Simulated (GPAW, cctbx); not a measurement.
# How far are the atoms of NaMn from free atoms?

Aim: compute the bonding part of the density of NaMn, find which reflections carry it, and see how it biases an ordinary refinement.

The cell comes from substitution in a known structure type and wasn't matched to any measured phase. All numbers below are calculated.

## 1. Find the equilibrium geometry

The density hangs on the geometry, so cell and atoms are relaxed first, with the symmetry held. The cutoff is set higher than for the density because stress converges slowly with plane waves.

Settings: GPAW 26.7.0, PBE, 570 eV, 6×6×6 k-points, Fermi–Dirac width 0.1 eV, spin-polarised, BFGS to 0.03 eV/Å.

```text
cell
1.0
     3.456000000    0.000000000    0.000000000
     0.000000000    3.456000000    0.000000000
     0.000000000    0.000000000    3.456000000
Mn Na
1 1
Direct
0.500000000 0.500000000 0.500000000
0.000000000 0.000000000 0.000000000
```

```console
$ OMP_NUM_THREADS=1 mpirun -n 4 gpaw python run.py > gpaw.log
```

```text
BFGS:    0       -9.039708        0.410196
BFGS:    1       -9.046647        0.376194
BFGS:    2       -9.086186        0.036433
BFGS:    3       -9.086627        0.003390
cell  3.5928 3.5928 3.5928  90.00 90.00 90.00
volume 46.377 A^3, largest force 0.000 eV/A, largest stress 0.02 GPa
```

The cell moved far, while the k-mesh and basis were chosen for the start, so the final shape may be somewhat biased.

After 3 steps the volume has changed by +12.4 % and the energy by -0.047 eV; the largest stress left is 0.02 GPa. It took 18 s on 4 cores of Intel(R) Xeon(R) Platinum 8488C (Sapphire Rapids) (shared host), peak memory 0.82 GiB.

Relaxed structure: Pm-3m (no. 221), a = 3.5928 Å, b = 3.5928 Å, c = 3.5928 Å, α = 90.00°, β = 90.00°, γ = 90.00°.

| atom | mult. | x | y | z |
| --- | --- | --- | --- | --- |
| Mn1 | 1 | 1/2 | 1/2 | 1/2 |
| Na1 | 1 | 0 | 0 | 0 |

## 2. Density and charge transfer

X-rays see the whole electron density, so the PAW density is rebuilt with its core regions. Subtracting spherical free atoms from the same code cancels the cores and leaves the deformation density Δρ, the part due to bonding.

Settings: PBE, 450 eV, 7×7×7 k-points, Fermi–Dirac width 0.1 eV, spin-polarised; primitive cell of 2 atoms.

```console
$ OMP_NUM_THREADS=1 mpirun -n 4 gpaw python run.py > gpaw.log
```

```text
|iter:   1|       0s |   -9.118976 | -0.06 |       |  +4.0264|
|iter:   2|       0s |   -9.039405 | -1.59 | -1.31 |  +4.0281|
|iter:   3|       1s |   -8.992376 | -2.65 | -1.39 |  +4.0932|
...
|iter:   8|       2s |   -9.038283c| -5.87 | -3.23 |  +4.3509|
|iter:   9|       3s |   -9.038292c| -7.40c| -3.86 |  +4.3500|
|iter:  10|       3s |   -9.038301c| -7.87c| -4.08c|  +4.3490|
```

```text
grid (36, 36, 36)  electrons 36.000  moved by bonding 0.186 e
deformation density beyond 0.5 A of the nuclei: max 0.110, min -0.024 e/A^3
atom        x       y       z   Voronoi charge  moment
Mn1    0.5000  0.5000  0.5000     -0.030       4.01
Na2    0.0000  0.0000  0.0000      0.030      -0.02
mean inner potential of superposed free atoms 12.251 V
total magnetic moment 4.349 muB
```

Deformation density in a plane through the shortest contact of the Mn atom at the origin, in 0.01 e/Å³ (clipped at ±99); x from -1.6 to 4.7 Å, y from 2.4 down to -2.4 Å:

```text
  3  -1   0   0  -1  -1  -1  -1  -1   0   0  -1  -2   5   9   1
 -1   0   1   1   0  -1  -1  -1   0   0   0   0  -1  -2  -2  -1
  0   1   1   0   0   0   0   0   0   0   0   0   0  -1  -1   0
  1   1   0  -1  -1  -1   0   0   0   0   0   0   0   0   0   1
  0   0  -1  -1  -1  -2  -1   0   0   0  -1  -1  -1  -1   0   0
  0  -1  -1  11   .   4  -2  -1   0  -1  -1   .  -1  -1   0   0
  0  -1   0   .   .   6  -2  -1   0  -1  -1   .   .  -1  -1   0
  0  -1  -2   7   .   6  -2  -1   0  -1  -1   .  -1  -1   0   0
  0   0  -1  -2  -1  -1  -1   0   0   0  -1  -1  -1  -1   0   0
  0   0  -1  -1  -1   0   1   1   1   0   0   0   0   0   0   0
  0   0   0   0   0   1   1   1   0  -1  -1   0   0   0   0   0
 -1  -1  -1   0   0   1   0  -1  -2  -2  -2  -1   0   0   0  -1
 -1  -1  -1  -1   0   0  -1  -2   7   6   0  -1   0   0  -1  -1
```

Atoms in or within 0.15 Å of the plane: Mn (0.0, 0.0), Na (3.1, 0.0) Å. Dots mark points within about 0.45 Å of a nucleus; large values next to them are atomic features.

Mn gains most (-0.03 e) and Na loses most (+0.03 e), as electronegativity suggests. Along the shortest contact from the Mn atom at the map's origin, Mn–Na at 3.11 Å, Δρ is 0.00 e/Å³ at the midpoint; the highest value on the line, +0.06, lies at the edge of the range, 0.5 Å from Mn, and is an atomic rather than a bond feature: little piles up between the atoms, as is usual in a metallic crystal, which this run finds. Point values carry grid noise of about 0.01 e/Å³. The cell's moment is 4.35 μB; the largest inside an atomic sphere is 4.01 μB. The run needed 10 iterations, 7.6 s.

## 3. Structure factors

The Fourier components of Δρ, added to those of the free atoms, give the static X-ray structure factors; the Mott–Bethe relation turns them into the Fourier components V of the potential that fast electrons feel.

```text
static structure factors of the conventional cell: F in electrons, V (Mott-Bethe) in volts
   h  k  l      d  |F| table  |F| free   |F| DFT   change   |V| free  |V| DFT  change %
   0  1  0  3.5928    11.982    11.979    12.056    0.077     2.579    2.481     -3.8
   0  1  1  2.5405    27.509    27.398    27.411    0.013     5.487    5.479     -0.1
   1  1  1  2.0743     9.902     9.846     9.909    0.063     1.766    1.740     -1.5
   0  2  0  1.7964    23.672    23.551    23.652    0.101     3.970    3.938     -0.8
   0  2  1  1.6067     8.749     8.724     8.787    0.062     1.346    1.330     -1.2
   1  2  1  1.4668    20.887    20.817    20.884    0.068     3.228    3.214     -0.4
   0  2  2  1.2702    18.744    18.709    18.751    0.042     2.757    2.751     -0.2
   1  2  2  1.1976     7.363     7.375     7.387    0.012     0.939    0.937     -0.2
   0  3  0  1.1976     7.363     7.375     7.395    0.020     0.939    0.936     -0.3
   0  3  1  1.1361    17.046    17.036    17.062    0.027     2.419    2.416     -0.1
   1  3  1  1.0833     6.902     6.922     6.926    0.004     0.821    0.820     -0.1
   2  2  2  1.0372    15.674    15.682    15.689    0.007     2.160    2.159     -0.0
   0  3  2  0.9965     6.534     6.560     6.555   -0.005     0.730    0.731      0.1
   1  3  2  0.9602    14.551    14.572    14.573    0.001     1.953    1.953     -0.0
```

The largest X-ray change is +0.10 e on 020, 0.4 % of |F|. For electrons V goes as (Z − F)/g², so a change of F counts against Z − F, which is small at low angle and wherever the atoms' terms cancel: |V| of 010 moves by -3.8 % (2.58 to 2.48 V) against +0.6 % in |F|. The tabulated Hartree–Fock atoms differ from the free DFT atoms by up to 0.12 e, so the choice of reference atom matters too.

## 4. Which functional?

The same geometry is run with other functionals, to see whether the bonding signal is larger than the spread between approximations. Free atoms are LDA for LDA and PBE otherwise. Any other changed setting is in the row's label.

| run | ΔF 020 (e) | ΔF 010 (e) | ΔF 121 (e) | q(Mn) (e) | moved (e) | time |
| --- | --- | --- | --- | --- | --- | --- |
| PBE | +0.101 | +0.077 | +0.068 | -0.030 | 0.186 | 7.6 s |
| LDA | +0.088 | +0.090 | +0.059 | -0.043 | 0.165 | 7.1 s |
| revPBE | +0.113 | +0.075 | +0.077 | -0.030 | 0.202 | 7.8 s |

At the base's settings ΔF(020) spans +0.088 to +0.113 e, a spread of 25 % of the PBE value; over the three listed reflections the spread is at most 26 %, so the sign holds and the size hangs on the functional. Times are from shared hosts.

## 5. What a spherical-atom refinement makes of it

Routine crystallography fits spherical atoms. To see the bias, intensities are simulated from tabulated atoms plus the DFT change ΔF, so that bonding alone can misfit (2968 reflections of the full sphere, merged to the counts below, to 0.4 Å, 0.5 % proportional noise plus counting noise, assumed isotropic U as listed, Δρ smeared by the mean U) and refined with cctbx over different ranges.

```
                    range  data      R1  GooF  U Mn1 (true 0.0045)  U Na1 (true 0.0057)  largest shift (Å)  Δρ max, min (e/Å³)
                 all data   105  0.0022  1.21               0.0045               0.0057             0.0000         0.12, -0.06
 low resolution, d > 0.84    19  0.0017  1.28               0.0047               0.0059             0.0000         0.02, -0.02
     high order, d < 0.75    82  0.0021  0.99               0.0045               0.0057             0.0000         0.04, -0.07
occupancies free, d > 0.7    28  0.0014  1.01               0.0047               0.0056             0.0000         0.03, -0.02
```

With all data GooF is 1.21, so at this noise the bonding hardly shows; the top residual peak lies 0.53 Å from Mn and 2.84 Å from Na. No U is off by more than 3 s.u. at low resolution. Symmetry fixes every coordinate, so the shifts are zero by construction. With Mn1 held at 1 and the scale free, the other occupancies refine to Na1 0.995(0.001), on sites that are all full: they absorb part of the misfit, and only ratios to the fixed site mean anything.

## 6. Answer

Bonding moves 0.19 e in the primitive cell of NaMn and changes the structure factors of the conventional cell in the table above by at most 0.10 e (020, 0.4 %), and among reflections above 2 % of the strongest by up to 0.7 % (021). The shortest bond, Mn–Na, has Δρ = 0.00 e/Å³ at its midpoint, with no localised bond charge. At the base's settings ΔF(020) spans +0.088 to +0.113 e, a spread of 25 % of the PBE value; over the three listed reflections the spread is at most 26 %, so the sign holds and the size hangs on the functional. With all data GooF is 1.21, so at this noise the bonding hardly shows. Limits: static density, frozen cores, no spin–orbit coupling; a ferromagnetic start is the only order tried, and the real ground state may be antiferromagnetic or insulating.

[Outputs are excerpts: Python notices, other lines and further rows are left out; steps that failed or that the build refused (PBEsol, TPSS) are not shown.]

[Logs are printed without paths, hosts, clocks, repeated set-up lines and the standing remarks that a program may print on its own settings, such as how far it seeks lower states.]
